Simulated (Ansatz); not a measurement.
# A hypothetical structure for ZnAg2GeSe4, part 2 of 2

This structure for ZnAg2GeSe4 is made up. Its elements were placed in a known structure type with a cell scaled to their sizes. What cell does the guess relax to, and how far off was it?

Ansatz 0.2.0; DFT, PBE, plane-wave PAW, files of the set soft_1, scalar-relativistic, no spin, cell and ions relaxed at zero pressure; PAW set soft_1 (the session's first sound run).

So far: Set-up; Relaxing cell and atoms. The relaxed cell has a = 5.729, c = 12.530 Å (conventional setting).

## Step 3: Electronic structure of the relaxed cell

A second self-consistent run takes a narrower smearing and the mesh shown in its input; the bands follow along the standard path of the relaxed lattice.

This step: DFT, PBE, plane-wave PAW, files of the set soft_1, scalar-relativistic, no spin, bands and density of states at the relaxed cell; PAW set soft_1 (Ansatz 0.2.0).

Input file input.yaml:

```yaml
crystal:
  lattice:
    - [-2.8647196804, 2.8647196804, 6.264938895]
    - [2.8647196804, -2.8647196804, 6.264938895]
    - [2.8647196804, 2.8647196804, -6.264938895]
  atoms:
    - { symbol: Ag, position: [0.25, 0.75, 0.5] }
    - { symbol: Ag, position: [0.75, 0.25, 0.5] }
    - { symbol: Se, position: [0.1428050509, 0.6292013734, 0.0] }
    - { symbol: Se, position: [0.8571949491, 0.8571949491, 0.4863963225] }
    - { symbol: Se, position: [0.6292013734, 0.1428050509, 0.0] }
    - { symbol: Se, position: [0.3707986266, 0.3707986266, 0.5136036775] }
    - { symbol: Ge, position: [0.5, 0.5, 0.0] }
    - { symbol: Zn, position: [0.0, 0.0, 0.0] }
kpoints:
  mp_grid: { grid: [8, 8, 8] }
  band_path:
    path:
      - [[0.0, 0.0, 0.0], [0.5, -0.5, 0.0], [0.5, -0.5, 0.10454436], [0.30227218, -0.30227218, 0.30227218], [0.0, 0.0, 0.0], [0.5, 0.5, -0.5], [0.69772782, 0.30227218, -0.30227218], [0.5, 0.0, 0.0], [0.75, -0.25, -0.25], [0.89545564, 0.10454436, -0.5], [0.5, 0.5, -0.5]]
      - [[0.5, -0.5, 0.0], [0.75, -0.25, -0.25]]
    npoints: 7
scf:
  occupations: { method: fermi_dirac, width: 0.03 }
  n_extra_bands: 12
hamiltonian:
  xc: pbe
  pseudopotentials: { kind: paw, azcp: { folder: soft_1 } }
output:
  forces: true
  stress: true
  write_bands: true
  dos: { projected: true }
  write_density: true
  write_potential: true
  elf: true
  volumetric_format: npy
```

Command:

```bash
ansatz run input.yaml --threads 4 --pin off --max-ram 10240MiB --backend cpu --events-out ev --progress --plain --runs-dir out
```

Numbers of over 12 decimals in the logs are rounded to 6 here.

What it wrote:

```text
[...]
Crystal: 8 atoms, lattice volume = 205.656 Å³
Basis set: ecut = 420 eV, 4069 PW (Γ), exchange–correlation on 100×100×100 points (8 copies of the dense FFT grid, shifted against one another)
Bands: 76, of which v1, the nominal top of the filled ones, is band 64 counted from 1 (63 counted from 0)
Symmetry: 8 space group operations
[...]
k-points: 59 of 512 (time reversal used)
[...]
SCF iter   1: F=—  HF=-44675.289163 eV  |F-HF|=—  |Δ(HF+E_count)|=         —  Δρ=4.62e-2  dr2=4.06e0  ethr=3.10e-3  ⟨swp⟩=5.9  Hψ=15638  notcnv=0  defer=13
[...]
SCF iter  12: F=-44674.053146 eV  HF=-44674.053146 eV  |F-HF|=1.93e-8  |Δ(HF+E_count)|=   1.41e-8  Δρ=3.62e-6  dr2=1.98e-8  ethr=7.81e-11  ⟨swp⟩=8.0  Hψ=27557  notcnv=0
SCF 1 converged in 12 iterations: F = -44674.053146 eV  dr2 = 1.98e-8
[...]
NSCF: frozen V_eff on 79 k-points
SCF converged after 12 iterations
Free energy (F): -44674.053146 eV
[...]
Internal energy: -44674.052688 eV  (E = F + TS)
E sigma→0 (E₀):  -44674.052917 eV
Entropy (-TS):   -0.000458 eV (-0.057 meV/atom)
Fermi energy:    7.361137 eV
[...]
--- Forces (eV/Å), atoms counted from 1 ---
  atom   1  Ag     0.00000000     0.00000000    -0.00000000
  atom   2  Ag     0.00000000    -0.00000000     0.00000000
  atom   3  Se    -0.00105290     0.00105290     0.00089772
  atom   4  Se    -0.00105290    -0.00105290    -0.00089772
  atom   5  Se     0.00105290    -0.00105290     0.00089772
  atom   6  Se     0.00105290     0.00105290    -0.00089772
  atom   7  Ge     0.00000000     0.00000000    -0.00000000
  atom   8  Zn     0.00000000    -0.00000000     0.00000000
  max |Σ_I F_I| component: 3.30e-17 eV/Å
--- Stress (GPa, compression-positive) ---
       -0.006849      -0.000000       0.000000
       -0.000000      -0.006849      -0.000000
        0.000000       0.000000      -0.008251
  P = ⅓ Tr σ = -0.0073 GPa (-0.073 kbar)
--- Band table (eV; the first three rows and the last of 59) ---
  k-point 0: bands = [... 60 lower, 5.1521, 6.7012, 7.0355, 7.3166, 7.3166, 9.4561, 10.0563, 10.8976, ... 8 higher]
  k-point 1: bands = [... 60 lower, 5.6910, 6.2661, 6.7280, 7.2922, 7.8776, 9.7705, 10.0494, 10.9182, ... 8 higher]
  k-point 2: bands = [... 60 lower, 5.6372, 6.2912, 6.3143, 7.2184, 8.1822, 9.8356, 10.4752, 10.5464, ... 8 higher]
  k-point 58: bands = [... 60 lower, 5.6005, 5.6005, 6.6295, 6.6295, 8.4867, 9.4061, 9.7200, 9.7200, ... 8 higher]
```

The job ended after 17 s (4 threads of AMD EPYC 9R45 (Zen 5), shared host; peak memory 1.5 GiB; 68 s of CPU time).

This step gave:

| Item | Value |
| --- | --- |
| free energy | -44674.0531 eV |
| energy at zero smearing | -44674.0529 eV |
| Fermi energy | 7.361 eV |
| gap by band count | 8.88e-16 eV |
| pressure | -0.007316 GPa |

From bands.tsv, the bands that come nearest the Fermi level along the path, at its corners, in eV from the Fermi level:

| point | band 61 | band 62 | band 63 | band 64 | band 65 | band 66 | band 67 | band 68 |
| --- | --- | --- | --- | --- | --- | --- | --- | --- |
| Γ | -2.21 | -0.66 | -0.33 | -0.04 | -0.04 | 2.09 | 2.70 | 3.54 |
| X | -1.36 | -0.94 | -0.37 | -0.17 | 0.29 | 1.78 | 2.34 | 4.15 |
| Y | -1.44 | -1.04 | -0.56 | -0.27 | 0.50 | 2.20 | 2.47 | 3.94 |
| S | -1.77 | -1.40 | -1.22 | -0.46 | 1.51 | 2.71 | 2.87 | 3.44 |
| Γ | -2.21 | -0.66 | -0.33 | -0.04 | -0.04 | 2.09 | 2.70 | 3.54 |
| Z | -1.76 | -1.76 | -0.73 | -0.73 | 1.13 | 2.04 | 2.36 | 2.36 |
| S1 | -1.77 | -1.40 | -1.22 | -0.46 | 1.51 | 2.71 | 2.87 | 3.44 |
| N | -1.61 | -1.50 | -0.75 | -0.74 | 1.53 | 2.91 | 3.02 | 3.58 |
| P | -1.47 | -1.47 | -0.37 | -0.18 | 0.58 | 1.63 | 3.18 | 3.18 |
| Y1 | -1.44 | -1.04 | -0.56 | -0.27 | 0.50 | 2.20 | 2.47 | 3.94 |
| Z | -1.76 | -1.76 | -0.73 | -0.73 | 1.13 | 2.04 | 2.36 | 2.36 |
| X | -1.36 | -0.94 | -0.37 | -0.17 | 0.29 | 1.78 | 2.34 | 4.15 |
| P | -1.47 | -1.47 | -0.37 | -0.18 | 0.58 | 1.63 | 3.18 | 3.18 |

States per cell as run, both spins, in windows of 1 eV, from dos.tsv (zero at the Fermi level):

```csv
from,to,total
-8,-7,0.00
-7,-6,10.00
-6,-5,1.98
-5,-4,10.19
-4,-3,13.54
-3,-2,6.49
-2,-1,6.00
-1,0,3.80
0,1,1.02
1,2,1.12
2,3,3.82
3,4,3.59
4,5,4.43
5,6,5.66
```

Below -8 eV lie 76.0 more states.

Valence density in the ab plane of the cell as run, not the conventional one, at fractional z = 0.000, with atoms of Se and Ge and Zn within 0.2 Å of it. It is the smooth field of the valence electrons, not physical close to the nuclei.

Ten steps, logarithmic in the rise over the least value, from '0' (0 e/Å³) to '9' (45 e/Å³), each cell a mean:
```
862000000000000000025
432000000000000000002
111000000000000000000
111000000000000000000
111100000000000000000
123210000000000000000
147741100000000000000
148962111110000000000
126862112442100000000
012332112686200000000
001111112598410000000
000000001256410000000
000000000122210000000
000000000011110000000
000000000011111000000
000000000012221000000
000000000013664100000
000000000013897210000
210000000012687311122
621000000001244211136
962000000000111111148
```
Columns run along a (7.5 Å), rows up along b (7.5 Å). Atoms in or near the plane, at fractional coordinates: Se at (0.14, 0.63), Se at (0.63, 0.14), Ge at (0.50, 0.50), Zn at (0.00, 0.00).

ELF in the ab plane of the cell as run, not the conventional one, at fractional z = 0.000, with atoms of Se and Ge and Zn within 0.2 Å of it. It is the smooth field of the valence electrons, not physical close to the nuclei.

Ten even steps from '_' (0.00) to '@' (0.81), each cell a mean:
```
____..::..____________..--++******==::..__
____..::..______________..::::--::::......
::::::::::__________________________....::
++****++==..__________________________::==
%%@@@@@@##==..________________________::**
%%@@%%@@@@##==::......________________--**
%%##====##%%**++==----::..____________::**
%%##--..==%%%%**++======--..__________::++
%%@@**--==%%@@##++----====--..________..--
++%%@@%%##%%@@##++::--::====::__________..
::++%%@@@@%%##**++::++----==--..__________
__::==**##**++======::::--==--..__________
____..::----::..--==++++++++==..__________
________________..==**####**++::__________
________________::++##@@@@%%**==..________
________________--**%%%%%%%%%%##==..______
..______________--##@@##====##@@##==::....
......__________::**@@%%--..==@@@@++::::::
........________..==%%@@**--==%%@@**::....
__......__________::++%%@@####@@@@**::____
____......__________::++%%%%%%%%%%++::____
```
Columns run along a (7.5 Å), rows up along b (7.5 Å). Atoms in or near the plane, at fractional coordinates: Se at (0.14, 0.63), Se at (0.63, 0.14), Ge at (0.50, 0.50), Zn at (0.00, 0.00).

Electrostatic potential energy in the ab plane of the cell as run, not the conventional one, at fractional z = 0.000, with atoms of Se and Ge and Zn within 0.2 Å of it. With pseudopotentials it is smooth inside the atoms' cores, unlike the true potential.

Ten even steps from '0' (-24 eV) to '9' (12 eV), each cell a mean:
```
001799999999998888720
002799999999999999972
546899999999999999997
888899999999999999998
766789999999999999998
534458999999999999998
448845888788999999998
549973775446899999999
746973663223689999999
974433662232368999999
998656874233248999999
999988986322247999999
999999998642358999999
999999999876678999999
999999999986678999999
999999999863335899999
999999999853774589999
899999999964998478877
378999999984698468621
027999999997444368400
003899999999754578500
```
Columns run along a (7.5 Å; values clipped at the 3rd and 97th percentile), rows up along b (7.5 Å). Atoms in or near the plane, at fractional coordinates: Se at (0.14, 0.63), Se at (0.63, 0.14), Ge at (0.50, 0.50), Zn at (0.00, 0.00).

## Step 4: Outcome

* space group, relaxed: I-42m
* conventional cell: a = 5.729, b = 5.729, c = 12.530 Å; α = 90.0°, β = 90.0°, γ = 90.0°
* volume per atom: 25.71 Å³ (guess 24.35)

ZnAg2GeSe4 relaxes to I-42m with a = 5.729, b = 5.729 and c = 12.530 Å. The guessed volume was 5 % too small. The space group I-42m was held in the relaxation, so the end point is a stationary structure within it and may be a saddle against distortions or other arrangements. Bands cross the Fermi level, so it is a metal or semimetal at this level. Semilocal functionals can close a small real gap, so this isn't settled for compounds with anions. On the 8×8×8 mesh with the narrower smearing (relaxed on 6×6×6) the largest force component is 0.001 eV/Å and the largest stress component is 0.008 GPa, within the relaxation's thresholds of 0.015 eV/Å and 0.05 GPa. The cutoff wasn't tested. A vector of the cell changed its length by 17 %, more than the volume shows. No dispersion term is used, so weakly bound directions may come out too long. The runs have no spin, and magnetism wasn't tested. Nothing here tests whether the compound is stable against decomposition.

[Logs are printed without paths, hosts, clocks, repeated set-up lines and the standing remarks that a program may print on its own settings, such as how far it seeks lower states.]

[Hosts, paths, dates, database ids (printed as entryN), source tags and the programs' standing remarks are cut or masked in the printed files.]
